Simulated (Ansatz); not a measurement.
**Cl on Ti(0001): change of the work function**

Wanted: Δφ(θ) for Cl/Ti(0001), starting from the fcc site.

Main program and level: Ansatz 0.2.0; plane-wave DFT, PBE, Ansatz PAW.

Report form: the programs' logs are mostly left out.

## 1. Set-up

The cell holds 4 atoms: 4 Ti. Its edges and angles: a = 2.950 Å, b = 2.950 Å, c = 25.027 Å, α = 90.0°, β = 90.0°, γ = 60.0°. Vacuum lies along c.

## 2. The clean slab

The bare slab comes first, as the zero from which every change is counted. The two lowest layers are held at bulk places and the upper ones relax. The dipole correction removes the false field that a one-sided slab makes across the periodic vacuum, so each face gets a flat vacuum level of its own.

input.yaml reads:

```yaml
crystal:
  lattice:
    - [2.95, 0.0, 0.0]
    - [1.475, 2.5547749412, 0.0]
    - [0.0, 0.0, 25.0269]
  atoms:
    - { symbol: Ti, position: [0.6666666667, 0.6666666667, 0.3596130564] }
    - { symbol: Ti, position: [0.0, 0.0, 0.4532043521] }
    - { symbol: Ti, position: [0.6666666667, 0.6666666667, 0.5467956479] }
    - { symbol: Ti, position: [0.0, 0.0, 0.6403869436] }
kpoints:
  mp_grid: { grid: [12, 12, 1] }
hamiltonian:
  xc: pbe
scf:
  occupations: { method: fermi_dirac, width: 0.1 }
  convergence: { dr2_threshold: 1.0e-08 }
efield:
  axis: 3
  dipole_correction: true
  ramp_position: 0.97
  ramp_width: 0.06
relax:
  f_tol: 0.02
  max_steps: 60
  constraints: [{ sites: [0, 1] }]
output:
  write_potential: true
  write_density: true
  volumetric_format: npy
```

Command:

```
$ ansatz run input.yaml --threads 4 --pin off --max-ram 6144MiB --backend cpu --events-out ev --progress --plain --runs-dir out
```

Run time: 12 s. Hardware: 4 threads of Intel Xeon at 2.80GHz (Skylake/Cascade Lake), shared host; peak memory 0.59 GiB; 34 s of CPU time.

The steps of the relaxation:

| step | energy less that of the first step (eV) | largest force component (eV/Å) |
| --- | --- | --- |
| 1 | 0.0000 | 0.6136 |
| 2 | -0.0393 | 0.4318 |
| 3 | -0.0561 | 0.0119 |

Forces are held to the 6 operations that the run works with; a distortion that breaks them can't arise in this run.

The atoms that moved most (Å):

| atom | dx | dy | dz | length |
| --- | --- | --- | --- | --- |
| Ti4 | 0.000 | 0.000 | -0.106 | 0.106 |
| Ti3 | 0.000 | 0.000 | 0.068 | 0.068 |

Final coordinates:

```cif
data_structure
_symmetry_space_group_name_H-M 'P 1'
_symmetry_Int_Tables_number 1
_cell_length_a 2.9500
_cell_length_b 2.9500
_cell_length_c 25.0269
_cell_angle_alpha 90.000
_cell_angle_beta 90.000
_cell_angle_gamma 60.000
_cell_volume 188.62
loop_
_atom_site_label
_atom_site_type_symbol
_atom_site_fract_x
_atom_site_fract_y
_atom_site_fract_z
_atom_site_occupancy
Ti1 Ti 0.66667 0.66667 0.35961 1
Ti2 Ti 0.00000 0.00000 0.45320 1
Ti3 Ti 0.66667 0.66667 0.54951 1
Ti4 Ti 0.00000 0.00000 0.63617 1
```

Numbers from this step:

```yaml
energy_at_zero_smearing: -9996.7499 eV
work_function_upper_face: 4.373 eV
work_function_lower_face: 4.423 eV
dipole_along_the_normal: 0.002104 e·Å
step_between_the_vacuum_levels: -0.05051 eV
```

Running mean over 2.342 Å of the planar mean; the ramp of the sawtooth is left out. The electron's electrostatic potential energy less the Fermi level by z:

| z (Å) | electron's electrostatic potential energy less the Fermi level (eV) |
| --- | --- |
| 3.5 | 4.42 |
| 4.0 | 4.42 |
| 4.5 | 4.42 |
| 5.0 | 4.40 |
| 5.5 | 4.36 |
| 6.0 | 4.24 |
| 6.5 | 3.89 |
| 7.0 | 2.89 |
| 7.5 | 0.393 |
| 8.0 | -3.13 |
| 8.5 | -5.88 |
| 9.0 | -6.74 |
| 9.5 | -6.71 |
| 10.0 | -6.59 |
| 10.5 | -6.56 |
| 11.0 | -6.58 |
| 11.5 | -6.56 |
| 12.0 | -6.38 |
| 12.5 | -6.24 |
| 13.0 | -6.32 |
| 13.5 | -6.57 |
| 14.0 | -6.94 |
| 14.5 | -7.53 |
| 15.0 | -7.68 |
| 15.5 | -7.32 |
| 16.0 | -6.81 |
| 16.5 | -5.57 |
| 17.0 | -2.61 |
| 17.5 | 0.849 |
| 18.0 | 3.07 |
| 18.5 | 3.92 |
| 19.0 | 4.22 |
| 19.5 | 4.32 |
| 20.0 | 4.36 |
| 20.5 | 4.37 |
| 21.0 | 4.37 |
| 21.5 | 4.37 |

The relaxation took 3 steps and lowered the energy by 0.056 eV; the largest force on the free atoms ends at 0.012 eV/Å.

The work function of the upper face is 4.37 eV.

## 3. The covered slab, k-mesh 6×6×1, coverage 0.25 ML

System of this step: Cl/Ti(0001). The cell holds 17 atoms: 16 Ti and 1 Cl. Cell: a = 5.900 Å, b = 5.900 Å, c = 27.015 Å, α = 90.0°, β = 90.0°, γ = 60.0°. Vacuum lies along c.

The clean slab as it ended is repeated in the plane and the adsorbate is set on one face; the cell's size fixes the coverage, and the k-mesh shrinks with it to keep the sampling density about even. Adsorbate and upper layers relax, since the dipole depends on the height.

input.yaml reads:

```yaml
crystal:
  lattice:
    - [5.9, 0.0, 0.0]
    - [2.95, 5.1095498824, 0.0]
    - [0.0, 0.0, 27.0145079649]
  atoms:
    - { symbol: Ti, position: [0.3333333333, 0.3333333333, 0.3331543188] }
    - { symbol: Ti, position: [0.0, 0.0, 0.4198595811] }
    - { symbol: Ti, position: [0.3333333333, 0.3333333333, 0.5090821524] }
    - { symbol: Ti, position: [0.0, 0.0, 0.5893603079] }
    - { symbol: Ti, position: [0.3333333333, 0.8333333333, 0.3331543188] }
    - { symbol: Ti, position: [0.0, 0.5, 0.4198595811] }
    - { symbol: Ti, position: [0.3333333333, 0.8333333333, 0.5090821524] }
    - { symbol: Ti, position: [0.0, 0.5, 0.5893603079] }
    - { symbol: Ti, position: [0.8333333333, 0.3333333333, 0.3331543188] }
    - { symbol: Ti, position: [0.5, 0.0, 0.4198595811] }
    - { symbol: Ti, position: [0.8333333333, 0.3333333333, 0.5090821524] }
    - { symbol: Ti, position: [0.5, 0.0, 0.5893603079] }
    - { symbol: Ti, position: [0.8333333333, 0.8333333333, 0.3331543188] }
    - { symbol: Ti, position: [0.5, 0.5, 0.4198595811] }
    - { symbol: Ti, position: [0.8333333333, 0.8333333333, 0.5090821524] }
    - { symbol: Ti, position: [0.5, 0.5, 0.5893603079] }
    - { symbol: Cl, position: [0.1666666667, 0.1666666667, 0.6668456812] }
kpoints:
  mp_grid: { grid: [6, 6, 1] }
hamiltonian:
  xc: pbe
scf:
  occupations: { method: fermi_dirac, width: 0.1 }
  convergence: { dr2_threshold: 1.0e-08 }
efield:
  axis: 3
  dipole_correction: true
  ramp_position: 0.97
  ramp_width: 0.06
relax:
  f_tol: 0.02
  max_steps: 60
  constraints: [{ sites: [0, 1, 4, 5, 8, 9, 12, 13] }]
output:
  dos: { projected: true, e_range: [-8, 4] }
  write_potential: true
  write_density: true
  volumetric_format: npy
  elf: true
```

Elapsed: 63 s, on 4 threads; peak memory 2.5 GiB.

This run has no spin polarisation although its electron count is odd.

Step by step:

| step | energy less that of the first step (eV) | largest force component (eV/Å) |
| --- | --- | --- |
| 1 | 0.0000 | 1.3544 |
| 2 | -0.2940 | 0.4870 |
| 3 | -0.3238 | 0.0252 |
| 4 | -0.3241 | 0.0079 |

The run keeps the 6 symmetry operations that it works with, so distortions that break them were not tested.

The atoms that moved most (Å):

| atom | dx | dy | dz | length |
| --- | --- | --- | --- | --- |
| Cl17 | 0.000 | 0.000 | -0.298 | 0.298 |
| Ti4 | -0.070 | -0.040 | 0.028 | 0.085 |
| Ti8 | 0.000 | 0.080 | 0.028 | 0.085 |
| Ti12 | 0.070 | -0.040 | 0.028 | 0.085 |
| Ti15 | 0.000 | 0.000 | -0.061 | 0.061 |
| Ti16 | 0.000 | 0.000 | -0.055 | 0.055 |
| Ti3 | -0.024 | -0.014 | 0.007 | 0.028 |
| Ti7 | 0.000 | 0.027 | 0.007 | 0.028 |

Final coordinates:

```xyz
17
Lattice="5.9000 0.0000 0.0000 2.9500 5.1095 0.0000 0.0000 0.0000 27.0145" Properties=species:S:1:pos:R:3
Ti    2.9500    1.7032    9.0000
Ti    0.0000    0.0000   11.3423
Ti    2.9263    1.6895   13.7600
Ti   -0.0695   -0.0401   15.9488
Ti    4.4250    4.2580    9.0000
Ti    1.4750    2.5548   11.3423
Ti    4.4250    4.2853   13.7600
Ti    1.4750    2.6351   15.9488
Ti    5.9000    1.7032    9.0000
Ti    2.9500    0.0000   11.3423
Ti    5.9237    1.6895   13.7600
Ti    3.0195   -0.0401   15.9488
Ti    7.3750    4.2580    9.0000
Ti    4.4250    2.5548   11.3423
Ti    7.3750    4.2580   13.6915
Ti    4.4250    2.5548   15.8659
Cl    1.4750    0.8516   17.7160
```

This step gave:

* energy at zero smearing: -41070.0368 eV
* work function, upper face: 4.153 eV
* work function, lower face: 4.418 eV
* dipole along the normal: 0.04416 e·Å
* step between the vacuum levels: -0.2651 eV

Running mean over 2.342 Å of the planar mean; the ramp of the sawtooth is left out. Table of electron's electrostatic potential energy less the Fermi level by z:

z (Å), electron's electrostatic potential energy less the Fermi level (eV) and a bar from the least value:
```
      3.5       4.42 ##############################
      4.0       4.42 ##############################
      4.5       4.41 ##############################
      5.0       4.40 ##############################
      5.5       4.36 ##############################
      6.0       4.24 ##############################
      6.5       3.88 #############################
      7.0       2.89 ##########################
      7.5       0.38 ####################
      8.0      -3.13 ###########
      8.5      -5.87 ####
      9.0      -6.74 ##
      9.5      -6.71 ##
     10.0      -6.59 ##
     10.5      -6.57 ##
     11.0      -6.58 ##
     11.5      -6.57 ##
     12.0      -6.42 ###
     12.5      -6.30 ###
     13.0      -6.36 ###
     13.5      -6.56 ##
     14.0      -6.88 ##
     14.5      -7.41 
     15.0      -7.53 
     15.5      -7.25 #
     16.0      -7.03 #
     16.5      -6.53 ###
     17.0      -4.37 ########
     17.5      -1.27 ################
     18.0       0.95 #####################
     18.5       2.11 ########################
     19.0       3.16 ###########################
     19.5       3.88 #############################
     20.0       4.10 #############################
     20.5       4.14 #############################
     21.0       4.15 #############################
     21.5       4.15 #############################
     22.0       4.15 #############################
     22.5       4.15 #############################
     23.0       4.15 #############################
     23.5       4.15 #############################
```

The density of states has structure finer than the step of the table below, so its rows give means over 0.25 eV, whole bins alone (the curve runs from -8 to 0.81 eV). Peaks (eV: height): -5.470: 41.9, -2.380: 53.2, -0.840: 46.4, -0.780: 45.3, -0.660: 51.4, 0.210: 65.6, 0.300: 48.7.

The density of states by energy, zero at the Fermi level; means over each step:

| energy (eV) | density of states (states/eV a cell) |
| --- | --- |
| -6.25 | 0 |
| -6.00 | 2.34 |
| -5.75 | 7.25 |
| -5.50 | 13.5 |
| -5.25 | 1.34 |
| -5.00 | 1.31 |
| -4.75 | 1.27 |
| -4.50 | 2.38 |
| -4.25 | 2.66 |
| -4.00 | 2.79 |
| -3.75 | 3.33 |
| -3.50 | 3.37 |
| -3.25 | 4.26 |
| -3.00 | 4.18 |
| -2.75 | 11.3 |
| -2.50 | 7.79 |
| -2.25 | 18.1 |
| -2.00 | 16.4 |
| -1.75 | 23.7 |
| -1.50 | 17.1 |
| -1.25 | 16.8 |
| -1.00 | 19.9 |
| -0.75 | 34.9 |
| -0.50 | 14.6 |
| -0.25 | 21.4 |
| 0.00 | 30.4 |
| 0.25 | 37.5 |
| 0.50 | 30.5 |

Projected DOS per atom over height of the atomic layer and energy from the Fermi level. Layers: Ti4 Ti4 Ti4 Ti4 Cl from below.

Ten even steps from '_' (0.0 states/eV) to '@' (8.5 states/eV), each cell a mean:
```
::::..::__
--....::__
::......__
..::....__
........__
........__
........__
__....____
__________
__________
__________
__________
__________
__________
__________
________@@
________==
__________
__________
__________
__________
__________
```
Columns: height of the atomic layer (Å) from 9 to 17.7 (not evenly spaced); rows upwards: energy from the Fermi level (eV) from -7.96 to 0.745.

Electrostatic potential energy in the ca plane at fractional y = 0.000, with atoms of Ti within 0.2 Å of it. With pseudopotentials it is smooth inside the atoms' cores, unlike the true potential.

Ten even steps from '0' (-35 eV) to '9' (6 eV), each cell a mean:
```
99987200037999998510015899999999999999999999
88888521368888888731137899999999999999999999
66788876788876678876678999999999999999999999
44689988899864578988889999999999999999999999
55789887889865578887789999999999999999999999
77888744578887788853357999999999999999999999
88987400158998898610026899999999999999999999
99987200037999998500005899999999999999999999
99987200037999998610015899999999999999999999
88888521368888888752257889999999999999999999
66788876788876678887778878899999999999999999
44689988899864468998888766899999999999999999
55789887889875578988888767899999999999999999
77888744578887788865568888999999999999999999
88987400158998898730036899999999999999999999
99987200037999998500015899999999999999999999
```
Columns run along c (16.0 Å, from fractional 0.33 to 0.92 of the cell; values clipped at the 3rd and 97th percentile), rows up along a (5.9 Å). Atoms in or near the plane, at fractional coordinates: Ti at (0.42, 0.00), Ti at (0.59, 0.99), Ti at (0.42, 0.50), Ti at (0.59, 0.52).

ELF in the ca plane at fractional y = 0.000, with atoms of Ti within 0.2 Å of it. It is the smooth field of the valence electrons, not physical close to the nuclei.

Ten even steps from '0' (0.00) to '9' (0.85), each cell a mean:
```
56752563642566774263373000000000000000000000
22342256422432343146641010000000000000000000
22123212123211113322222331000000000000000000
32125532354113213542235553100000000000000000
22124322234212213432223442100000000000000000
11232134213311223224431111000000000000000000
34542466632554564266662000000000000000000000
77852641552678884371273001000000000000000000
56752563642566775265562144421000000000000000
22342256422432244235521588753100000000000000
22123222123212212321114899974200000000000000
32125532344213312443126999985200000000000000
22124321234212212432125999975200000000000000
11232134213311223223213799864100000000000000
34542366632554564246751366542000000000000000
77852641552678885362373012210000000000000000
```
Columns run along c (16.0 Å, from fractional 0.33 to 0.92 of the cell), rows up along a (5.9 Å). Atoms in or near the plane, at fractional coordinates: Ti at (0.42, 0.00), Ti at (0.59, 0.99), Ti at (0.42, 0.50), Ti at (0.59, 0.52).

Valence density in the ca plane at fractional y = 0.000, with atoms of Ti within 0.2 Å of it. It is the smooth field of the valence electrons, not physical close to the nuclei.

Values in units of 1e0 e/Å³, 9 rows by 16 columns, each cell a mean:
```
0.2 0.3 4.6 1.3 0.2 0.2 1.7 5.1 0.2 0.0 0.0 0.0 0.0 0.0 0.0 0.0
0.4 0.2 0.4 0.2 0.3 0.3 0.3 0.5 0.1 0.0 0.0 0.0 0.0 0.0 0.0 0.0
0.5 0.2 0.2 0.2 0.3 0.4 0.2 0.3 0.1 0.0 0.0 0.0 0.0 0.0 0.0 0.0
0.2 0.3 3.3 0.9 0.2 0.2 1.3 3.9 0.2 0.0 0.0 0.0 0.0 0.0 0.0 0.0
0.2 0.4 7.2 2.1 0.2 0.2 2.3 6.6 0.3 0.0 0.0 0.0 0.0 0.0 0.0 0.0
0.3 0.2 1.6 0.5 0.2 0.3 0.5 1.1 0.3 0.2 0.0 0.0 0.0 0.0 0.0 0.0
0.5 0.2 0.2 0.2 0.4 0.5 0.2 0.2 0.5 0.5 0.0 0.0 0.0 0.0 0.0 0.0
0.3 0.2 0.9 0.3 0.3 0.3 0.3 0.6 0.4 0.3 0.0 0.0 0.0 0.0 0.0 0.0
0.2 0.4 6.5 1.8 0.2 0.2 1.9 5.7 0.3 0.1 0.0 0.0 0.0 0.0 0.0 0.0
```
Columns run along c (16.0 Å, from fractional 0.33 to 0.92 of the cell), rows up along a (5.9 Å). Atoms in or near the plane, at fractional coordinates: Ti at (0.42, 0.00), Ti at (0.59, 0.99), Ti at (0.42, 0.50), Ti at (0.59, 0.52).

The relaxation took 4 steps and lowered the energy by 0.32 eV; the largest force on the free atoms ends at 0.0079 eV/Å.

By hand: a sheet of dipoles makes a step −p/(ε₀A) in the electron's potential. With e/ε₀ = 180.95 V·Å, p = 0.04416 e·Å and A = 30.15 Å², that is −180.95 × (0.04416) / 30.15 = -0.265 eV, and the two vacuum levels of the run differ by -0.265 eV.

The covered face has 4.15 eV, -0.22 eV against the clean one; the bare back face has moved by -0.01 eV, a measure of how thin the slab is.

## 4. The covered slab, k-mesh 12×12×1, coverage 1 ML

System of this step: Cl/Ti(0001). The cell holds 5 atoms: 4 Ti and 1 Cl. Cell: a = 2.950 Å, b = 2.950 Å, c = 27.015 Å, α = 90.0°, β = 90.0°, γ = 60.0°. Vacuum lies along c.

Another coverage, to see how the dipoles act on each other as their distance changes.

input.yaml, the sections that differ from step 3:

```yaml
crystal:
  lattice:
    - [2.95, 0.0, 0.0]
    - [1.475, 2.5547749412, 0.0]
    - [0.0, 0.0, 27.0145079649]
  atoms:
    - { symbol: Ti, position: [0.6666666667, 0.6666666667, 0.3331543188] }
    - { symbol: Ti, position: [0.0, 0.0, 0.4198595811] }
    - { symbol: Ti, position: [0.6666666667, 0.6666666667, 0.5090821524] }
    - { symbol: Ti, position: [0.0, 0.0, 0.5893603079] }
    - { symbol: Cl, position: [0.3333333333, 0.3333333333, 0.6668456812] }
kpoints:
  mp_grid: { grid: [12, 12, 1] }
relax:
  f_tol: 0.02
  max_steps: 60
  constraints: [{ sites: [0, 1] }]
output:
  write_potential: true
  write_density: true
  volumetric_format: npy
# hamiltonian, scf, efield: as in step 3
```

Elapsed: 12 s, on 4 threads; peak memory 0.59 GiB; 45 s of CPU time.

Step by step:

| step | energy less that of the first step (eV) | largest force component (eV/Å) |
| --- | --- | --- |
| 1 | 0.0000 | 2.8288 |
| 2 | -0.5570 | 0.2512 |
| 3 | -0.5714 | 0.1282 |
| 4 | -0.5745 | 0.0116 |

Forces are held to the 6 operations that the run works with; a distortion that breaks them can't arise in this run.

The atoms that moved most (Å):

| atom | dx | dy | dz | length |
| --- | --- | --- | --- | --- |
| Cl5 | 0.000 | 0.000 | -0.345 | 0.345 |
| Ti3 | 0.000 | 0.000 | -0.050 | 0.050 |
| Ti4 | 0.000 | 0.000 | 0.036 | 0.036 |

Final coordinates:

```
Ti Cl
1.0
     2.95000    0.00000    0.00000
     1.47500    2.55477    0.00000
     0.00000    0.00000   27.01451
Ti Cl
4 1
Cartesian
  2.9500 1.7032 9.0000
  0.0000 0.0000 11.3423
  2.9500 1.7032 13.7030
  0.0000 0.0000 15.9577
  1.4750 0.8516 17.6696
```

Numbers from this step:

* energy at zero smearing: -11079.1365 eV
* work function, upper face: 4.124 eV
* work function, lower face: 4.401 eV
* dipole along the normal: 0.01152 e·Å
* step between the vacuum levels: -0.2766 eV

Running mean over 2.342 Å of the planar mean; the ramp of the sawtooth is left out. The electron's electrostatic potential energy less the Fermi level by z:

| z (Å) | electron's electrostatic potential energy less the Fermi level (eV) |
| --- | --- |
| 3.5 | 4.40 |
| 4.0 | 4.40 |
| 4.5 | 4.39 |
| 5.0 | 4.38 |
| 5.5 | 4.34 |
| 6.0 | 4.22 |
| 6.5 | 3.86 |
| 7.0 | 2.88 |
| 7.5 | 0.374 |
| 8.0 | -3.14 |
| 8.5 | -5.87 |
| 9.0 | -6.74 |
| 9.5 | -6.71 |
| 10.0 | -6.60 |
| 10.5 | -6.57 |
| 11.0 | -6.59 |
| 11.5 | -6.61 |
| 12.0 | -6.58 |
| 12.5 | -6.56 |
| 13.0 | -6.57 |
| 13.5 | -6.62 |
| 14.0 | -6.76 |
| 14.5 | -7.04 |
| 15.0 | -7.15 |
| 15.5 | -7.16 |
| 16.0 | -7.86 |
| 16.5 | -9.55 |
| 17.0 | -9.54 |
| 17.5 | -7.14 |
| 18.0 | -4.76 |
| 18.5 | -2.44 |
| 19.0 | 0.884 |
| 19.5 | 3.31 |
| 20.0 | 3.98 |
| 20.5 | 4.10 |
| 21.0 | 4.12 |
| 21.5 | 4.12 |
| 22.0 | 4.12 |
| 22.5 | 4.12 |
| 23.0 | 4.12 |
| 23.5 | 4.12 |

The relaxation took 4 steps and lowered the energy by 0.57 eV; the largest force on the free atoms ends at 0.012 eV/Å.

The covered face has 4.12 eV, -0.25 eV against the clean one; the bare back face has moved by -0.02 eV, a measure of how thin the slab is.

## 5. Work function against coverage

This step: plane-wave DFT, PBE, Ansatz PAW; work function against coverage (Ansatz 0.2.0).

The runs are now put side by side.

This step gave:

```yaml
work_function_of_the_clean_face: 4.373 eV
largest_change_of_the_work_function: -0.2490 eV
```

Table of work function of the covered face by coverage:

| coverage (adsorbates/nm²) | work function of the covered face (eV) |
| --- | --- |
| 0.00 | 4.37 |
| 3.32 | 4.15 |
| 13.27 | 4.12 |

The dipole per adsorbate comes from the change of the cell's dipole. Coverage, by row:

| coverage (1/nm²) | coverage (ML) | work function (eV) | change (eV) | dipole per adsorbate, positive end outwards (debye) | mean height of the added atoms over the highest substrate atom (Å) |
| --- | --- | --- | --- | --- | --- |
| 3.317 | 0.25 | 4.153 | -0.2196 | 0.172 | 1.767 |
| 13.27 | 1 | 4.124 | -0.249 | 0.045 | 1.712 |

## 6. Summary of results

- work function of the clean face: 4.37 eV
- work function at 0.25 ML: 4.15 eV
- work function at 1 ML: 4.12 eV
- dipole per adsorbate at 0.25 ML, positive end outwards: 0.17 D

Cl lowers the work function of Ti(0001) at the lowest coverage, by 0.22 eV: the adsorbate layer has its positive end outwards. An electronegative adsorbate that lowers the work function shows that charge transfer alone doesn't fix the sign: the pushed-back electron tail of the metal and the adsorbate's own polarisation count too. At the highest coverage the adsorbates are pressed to about 3.0 Å, closer than unbonded atoms of this kind usually come, so a real layer may not reach it. The slab has 4 layers, at the tabulated experimental lattice constant, one starting site was run, and quantum-size effects of a slab this thin can reach one or two tenths of an eV.

[Logs are printed without paths, hosts, clocks, repeated set-up lines and the standing remarks that a program may print on its own settings, such as how far it seeks lower states.]

[Hosts, paths, dates, database ids (printed as entryN), source tags and the programs' standing remarks are cut or masked in the printed files.]

[Maps of the electrostatic potential energy from Ansatz leave out the sawtooth potential of an applied field or a dipole correction, so their vacuum need not be flat; planar profiles and work functions include it.]

[The density of states shown here was stored with 400 of the rows of the run's finer table, so its peaks can read low, often by over a quarter, or be missed, and its means over a window can be off by a tenth or more.]
